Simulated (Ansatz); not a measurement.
## Is HfInB in the AlB2 type a stable metal?

The plan: relax HfInB in the AlB2 type, check its phonons, and, if the lattice is stable, compute its Eliashberg function and ρ(T).

Calculated with Ansatz 0.2.0; DFT LDA, scalar-relativistic, plane waves, PAW; PAW set soft_1.

This is a report of a sequence of runs, with most program output left out.

The structure was built from a prototype and need not be the compound's stable phase.

## (1) Starting point

The structure is hexagonal, space group P-6m2 (No. 187). The conventional cell has a = 3.938 Å, b = 3.938 Å, c = 4.135 Å, α = 90.00°, β = 90.00°, γ = 120.00°. Nearest to Hf lie 6 B at 3.07 Å and 6 In at 3.07 Å. Nearest to B lie 3 In at 2.27 Å and 6 Hf at 3.07 Å. Nearest to In lie 3 B at 2.27 Å and 6 Hf at 3.07 Å. Farther neighbours are not listed.

Structure file:

```cif
data_structure
_symmetry_space_group_name_H-M 'P 1'
_symmetry_Int_Tables_number 1
_cell_length_a 3.9383
_cell_length_b 3.9383
_cell_length_c 4.1353
_cell_angle_alpha 90.000
_cell_angle_beta 90.000
_cell_angle_gamma 120.000
_cell_volume 55.55
loop_
_atom_site_label
_atom_site_type_symbol
_atom_site_fract_x
_atom_site_fract_y
_atom_site_fract_z
_atom_site_occupancy
Hf1 Hf 0.00000 0.00000 0.00000 1
B2 B 0.33333 0.66667 0.50000 1
In3 In 0.66667 0.33333 0.50000 1
```

## (2) Rough relaxation

Large forces or a large pressure at the start call for a first relaxation with loose thresholds.

input.yaml reads:

```yaml
crystal:
  lattice:
    - [3.93834, 0.0, 0.0]
    - [-1.96917, 3.4107, 0.0]
    - [0.0, 0.0, 4.13526]
  atoms:
    - { symbol: Hf, position: [0.0, 0.0, 0.0] }
    - { symbol: B, position: [0.33333333, 0.66666667, 0.5] }
    - { symbol: In, position: [0.66666667, 0.33333333, 0.5] }
kpoints:
  mp_grid: { grid: [6, 6, 6] }
hamiltonian:
  xc: lda
  pseudopotentials: { kind: paw, azcp: { folder: soft_1 }, xc_functional: pbe }
scf:
  occupations: { method: gaussian, width: 0.1 }
output:
  forces: true
  stress: true
  eigenvalues: true
relax:
  adjacent_minimum: "off"
  f_tol: 0.05
  max_steps: 80
  cell: { stress_tol: 0.5 }
```

Launch:

```console
> ansatz run input.yaml --threads 4 --pin off --max-ram 12288MiB --backend cpu --events-out ev --progress --plain --runs-dir out
```

It took 21 s on 4 threads of Intel Xeon Platinum 8488C (Sapphire Rapids), shared host; peak memory 0.54 GiB; 74 s of CPU time.

Relaxation path:

```tsv
step	energy less that of the first step (eV)	largest force component (eV/Å)	pressure (GPa)	volume (Å³)
1	0.0000	0.0000	-17.76	55.55
2	-0.5187	0.0000	-9.23	50.04
3	-0.6984	0.0000	-0.81	46.49
4	-0.7155	0.0000	0.58	45.77
5	-0.7169	0.0000	-0.08	46.02
6*	-0.7154	0.0000	-0.10	46.02
```

Relaxation steps marked * repeat the geometry before them on a plane-wave basis chosen anew for their cell, so energy and pressure can jump there.

Forces are held to the 12 operations that the run works with; a distortion that breaks them can't arise in this run.

```tsv
cell as run	before	after	change
a (Å)	3.938	3.826	-2.9 %
b (Å)	3.938	3.826	-2.9 %
c (Å)	4.135	3.631	-12.2 %
volume (Å³/atom)	18.52	15.34	-17.1 %
```

The relaxed structure:

```xyz
3
Lattice="3.8258 0.0000 0.0000 -1.9129 3.3133 0.0000 0.0000 0.0000 3.6307" Properties=species:S:1:pos:R:3 pbc="T T T"
Hf    0.0000    0.0000    0.0000
B     0.0000    2.2088    1.8154
In    1.9129    1.1044    1.8154
```

Numbers from this step:

- pressure: -0.1023 GPa
- volume per atom: 15.34 Å³/atom
- metallic on mesh: yes
- gap on the k-mesh: 0 eV

The largest force is now zero by symmetry and the largest stress component 0.13 GPa.

## (3) Relaxing cell and atoms

The structure is brought to rest under this functional.

input.yaml, the sections that differ from step 2:

```yaml
crystal:
  lattice:
    - [3.8258198113, 0.0, 0.0]
    - [-1.9129099056, 3.3132571469, 0.0]
    - [0.0, 0.0, 3.630710176]
  atoms:
    - { symbol: Hf, position: [0.0, 0.0, 0.0] }
    - { symbol: B, position: [0.3333333333, 0.6666666667, 0.5] }
    - { symbol: In, position: [0.6666666667, 0.3333333333, 0.5] }
kpoints:
  mp_grid: { grid: [9, 9, 8] }
relax:
  adjacent_minimum: "off"
  f_tol: 0.005
  max_steps: 80
  cell: { stress_tol: 0.05 }
# hamiltonian, scf, output: as in step 2
```

Elapsed: 20 s, on 4 threads; peak memory 0.59 GiB; 73 s of CPU time.

Little changed from the start: no atom moved by 0.005 Å and no cell edge by 0.1 %.

Numbers from this step:

```
pressure        : -1.91e-4 GPa
volume per atom : 15.33 Å³/atom
```

The largest force is now zero by symmetry and the largest stress component 0.0018 GPa.

## (4) Tight relaxation

No force is left; the cell is relaxed once more with another smearing and tight thresholds.

input.yaml, the sections that differ from step 3:

```yaml
crystal:
  lattice:
    - [3.8259281103, 0.0, 0.0]
    - [-1.9129640551, 3.3133509366, 0.0]
    - [0.0, 0.0, 3.6275632295]
  atoms:
    - { symbol: Hf, position: [0.0, 0.0, 0.0] }
    - { symbol: B, position: [0.3333333333, 0.6666666667, 0.5] }
    - { symbol: In, position: [0.6666666667, 0.3333333333, 0.5] }
scf:
  occupations: { method: methfessel_paxton, width: 0.2 }
relax:
  adjacent_minimum: "off"
  f_tol: 0.001
  max_steps: 60
  cell: { stress_tol: 0.01 }
# kpoints, hamiltonian, output: as in step 3
```

Run time: 16 s. Hardware: 4 threads; peak memory 0.57 GiB; 59 s of CPU time.

Little changed from the start: no atom moved by 0.005 Å and no cell edge by 0.1 %.

Numbers from this step:

```
pressure : -7.95e-4 GPa
```

The largest force is now zero by symmetry and the largest stress component 8.5e-4 GPa, small enough for phonons.

## (5) Phonons: q 2×2×2, k 6×6×4

Before any scattering is computed, the phonons show whether the structure is a minimum.

input.yaml reads:

```yaml
crystal:
  lattice:
    - [3.8257740576, 0.0, 0.0]
    - [-1.9128870288, 3.313217523, 0.0]
    - [0.0, 0.0, 3.6278596598]
  atoms:
    - { symbol: Hf, position: [0.0, 0.0, 0.0] }
    - { symbol: B, position: [0.3333333333, 0.6666666667, 0.5] }
    - { symbol: In, position: [0.6666666667, 0.3333333333, 0.5] }
kpoints:
  mp_grid: { grid: [6, 6, 4] }
hamiltonian:
  xc: lda
  pseudopotentials: { kind: paw, azcp: { folder: soft_1 }, xc_functional: pbe }
scf:
  occupations: { method: methfessel_paxton, width: 0.2 }
output:
  eigenvalues: true
phonons:
  method: dfpt
  qmesh: [2, 2, 2]
  temperatures: { t_max: 1000, t_step: 50 }
  qpath:
    path:
      - [[0.0, 0.0, 0.0], [0.5, 0.0, 0.0], [0.33333333, 0.33333333, 0.0], [0.0, 0.0, 0.0], [0.0, 0.0, 0.5], [0.5, 0.0, 0.5], [0.33333333, 0.33333333, 0.5], [0.0, 0.0, 0.5]]
      - [[0.5, 0.0, 0.5], [0.5, 0.0, 0.0]]
      - [[0.33333333, 0.33333333, 0.5], [0.33333333, 0.33333333, 0.0]]
    npoints: 10
```

It took 50 s on 4 threads; peak memory 0.65 GiB.

Numbers from this step:

```
share of imaginary modes in the plain interpolation between solved wavevectors : 0.1282
highest frequency, solved or plainly interpolated                              : 603 cm⁻¹
```

Solved on the 2×2×2 mesh alone; all other wavevectors are interpolated. The phonon branches at the labelled points (cm⁻¹):

```tsv
point	branch 1	branch 2	branch 3	branch 4	branch 5	branch 6	branch 7	branch 8	branch 9
Γ	-205	0	0	0	166	166	180	519	519
halfway	-166	-44	76	78	174	175	194	547	557
M	-114	-55	104	118	163	179	214	574	595
halfway	-102	28	105	124	157	160	226	577	599
K	-87	69	111	138	140	141	234	580	603
halfway	-154	-22	80	86	168	173	204	554	567
Γ	-205	0	0	0	166	166	180	519	519
halfway	-103	65	65	98	157	157	178	531	531
A	105	105	121	131	137	137	198	542	542
halfway	-47	105	113	134	174	194	197	562	563
L	-85	95	120	131	171	210	236	580	583
halfway	-71	38	93	174	184	208	229	575	591
H	-42	-25	41	195	204	206	216	574	596
halfway	-54	80	106	157	182	193	201	563	571
A	105	105	121	131	137	137	198	542	542
jump to L	-85	95	120	131	171	210	236	580	583
halfway	-81	53	112	140	166	173	227	578	588
M	-114	-55	104	118	163	179	214	574	595
jump to H	-42	-25	41	195	204	206	216	574	596
halfway	-45	60	66	147	176	188	227	577	600
K	-87	69	111	138	140	141	234	580	603
```

Among the solved wavevectors the lowest mode, translations apart, is -205 cm⁻¹, imaginary.

## (6) Phonons by linear response: q 3×3×2, k 6×6×6

An imaginary mode on so few k-points may come from the sampling, so the phonons are repeated with another q and k mesh.

Edit input.yaml of step 5 so:

```diff
@@ -10,3 +10,3 @@
 kpoints:
-  mp_grid: { grid: [6, 6, 4] }
+  mp_grid: { grid: [6, 6, 6] }
 hamiltonian:
@@ -20,3 +20,3 @@
   method: dfpt
-  qmesh: [2, 2, 2]
+  qmesh: [3, 3, 2]
   temperatures: { t_max: 1000, t_step: 50 }
```

Run time: 1.8 min. Hardware: 4 threads; peak memory 0.75 GiB; 6.3 min of CPU time.

Numbers from this step:

| Item | Value |
| --- | --- |
| share of imaginary modes in the plain interpolation between solved wavevectors | 0.1159 |
| highest frequency, solved or plainly interpolated | 600.6 cm⁻¹ |

Solved on the 3×3×2 mesh alone; all other wavevectors are interpolated. Phonon branches along the path, in cm⁻¹:

```tsv
point	branch 1	branch 2	branch 3	branch 4	branch 5	branch 6	branch 7	branch 8	branch 9
Γ	-217	0	0	0	174	174	193	542	542
halfway	-160	-27	75	85	176	182	192	566	578
M	-98	-48	108	116	161	179	216	576	598
halfway	-102	33	106	122	155	160	224	564	600
K	-105	74	110	136	138	140	229	553	601
halfway	-147	24	85	86	170	178	202	566	585
Γ	-217	0	0	0	174	174	193	542	542
halfway	-107	66	66	98	162	162	190	551	551
A	111	111	128	137	137	139	207	560	560
halfway	24	104	120	134	172	197	198	569	574
L	-79	92	123	130	172	205	236	575	587
halfway	-74	37	85	172	187	204	229	568	594
H	-45	-41	-34	195	205	205	214	563	599
halfway	-23	81	111	156	181	195	201	568	580
A	111	111	128	137	137	139	207	560	560
jump to L	-79	92	123	130	172	205	236	575	587
halfway	-71	57	112	138	166	174	228	581	587
M	-98	-48	108	116	161	179	216	576	598
jump to H	-45	-41	-34	195	205	205	214	563	599
halfway	-70	55	65	147	176	188	223	558	600
K	-105	74	110	136	138	140	229	553	601
```

The modes has structure finer than the step of the table below, so its rows give means over 50 cm⁻¹, whole bins alone (the curve runs from -227 to 629 cm⁻¹). Peaks (cm⁻¹: height): B 171.3: 0.0074, 569.4: 0.0555; Hf -70.8: 0.0111, 106.7: 0.0247, 176.6: 0.0191; In 95.9: 0.00761, 171.3: 0.0325, 219.7: 0.0236.

Phonopy on the run's constants, 17x17x15 mesh, Gaussian sigma 6.1 cm⁻¹. The modes by wavenumber; means over each step; values in 1/cm⁻¹/cell:

```tsv
wavenumber (cm⁻¹)	B	Hf	In
-200	6.1e-4	1.2e-6	4.5e-5
-150	0.00183	3.5e-5	1.8e-4
-100	0.00523	0.00177	9.6e-4
-50	0.00178	0.00483	0.00210
0	2.1e-4	0.00202	0.00134
50	0.00113	0.00941	0.00534
100	0.00230	0.0197	0.00627
150	0.00457	0.0118	0.0170
200	0.00453	0.00967	0.0211
250	5.3e-5	7.9e-4	0.00333
300	0	0	0
350	0	0	0
400	0	0	0
450	0	0	0
500	4.0e-7	0	0
550	0.0197	8.7e-6	0.00109
600	0.0181	5.3e-6	0.00115
```

No LO-TO term; unit eigenvectors of the mass-weighted matrix. Modes at Γ, with each element's share of the kinetic energy (negative means imaginary):

```tsv
mode	frequency (cm⁻¹)	symmetry	Hf %	B %	In %
1	-216.9	A2''	0	94	6
2	0.0	unnamed	59	4	38
3	0.0	unnamed	59	4	38
4	0.0	unnamed	59	4	38
5	174.2	E'	41	5	54
6	174.2	E'	41	5	54
7	192.8	A2''	41	3	56
8	541.8	E'	0	92	8
9	541.8	E'	0	92	8
```

Displacements in mode 1 (-216.9 cm⁻¹), the largest set to 1:
```
Hf1  0.00  0.00 -0.01
B2   0.00  0.00  1.00
In3  0.00  0.00 -0.08
```

Displacements in mode 8 (541.8 cm⁻¹), the largest set to 1:
```
Hf1  0.00  0.00  0.00
B2   0.00  1.00  0.00
In3  0.00 -0.09  0.00
```

Among the solved wavevectors the lowest mode, translations apart, is -217 cm⁻¹, imaginary.

## (7) Phonons by linear response: Fermi–Dirac smearing of 0.3 eV

The phonons are repeated on the same meshes with a wide Fermi–Dirac smearing, to see whether the soft mode comes from sharp features of the Fermi surface.

Edit input.yaml of step 6 so:

```diff
@@ -15,3 +15,3 @@
 scf:
-  occupations: { method: methfessel_paxton, width: 0.2 }
+  occupations: { method: fermi_dirac, width: 0.3 }
 output:
```

Elapsed: 2.3 min, on 4 threads; peak memory 0.77 GiB.

Numbers from this step:

| Property | Result |
| --- | --- |
| share of imaginary modes in the plain interpolation between solved wavevectors | 0.1271 |
| highest frequency, solved or plainly interpolated | 597.2 cm⁻¹ |

Solved on the 3×3×2 mesh alone; all other wavevectors are interpolated. The phonon branches at the labelled points (cm⁻¹):

```tsv
point	branch 1	branch 2	branch 3	branch 4	branch 5	branch 6	branch 7	branch 8	branch 9
Γ	-200	0	0	0	170	170	190	554	554
halfway	-168	-35	73	81	173	180	190	564	574
M	-125	-54	102	113	160	178	214	569	590
halfway	-119	29	102	120	154	159	224	562	594
K	-110	74	107	136	136	138	231	557	597
halfway	-158	2	81	83	167	176	201	563	580
Γ	-200	0	0	0	170	170	190	554	554
halfway	-104	67	67	97	159	159	187	556	556
A	111	111	112	136	136	136	200	559	559
halfway	-30	103	117	133	164	192	197	567	570
L	-87	89	118	128	162	200	235	573	580
halfway	-82	30	77	170	180	197	228	564	589
H	-63	-46	-39	191	193	203	213	559	593
halfway	-44	79	106	154	174	189	200	565	576
A	111	111	112	136	136	136	200	559	559
jump to L	-87	89	118	128	162	200	235	573	580
halfway	-88	50	103	129	164	172	227	574	582
M	-125	-54	102	113	160	178	214	569	590
jump to H	-63	-46	-39	191	193	203	213	559	593
halfway	-82	52	60	139	173	185	224	558	595
K	-110	74	107	136	136	138	231	557	597
```

Among the solved wavevectors the lowest mode, translations apart, is -200 cm⁻¹, imaginary.

## (8) Summary of results

```yaml
phonon_run_of_the_rows_without_a_label_of_their_own: LDA, q 3×3×2, k 6×6×6
softest_mode_on_the_q_mesh: -217 cm⁻¹ at q = (0, 0, 0)
highest_frequency_solved_or_plainly_interpolated: 601 cm⁻¹
```

**Reading.** The lattice is dynamically unstable at this level: a mode at q = (0, 0, 0) is imaginary, 217i cm⁻¹, so no harmonic coupling constant or resistivity is defined for this structure. These meshes are coarse, and single modes of a metal can move by tens of cm⁻¹ with the k mesh. Spin–orbit coupling, left out here, matters for Hf. The phonon runs are not spin-polarised. The PAW files were made for PBE; under other functionals the run regenerates their frozen core. The structure was built by hand as an ordered model, and its stability against other phases was not tested.

[Logs are printed without paths, hosts, clocks, repeated set-up lines and the standing remarks that a program may print on its own settings, such as how far it seeks lower states.]

[Hosts, paths, dates, database ids (printed as entryN), source tags and the programs' standing remarks are cut or masked in the printed files.]
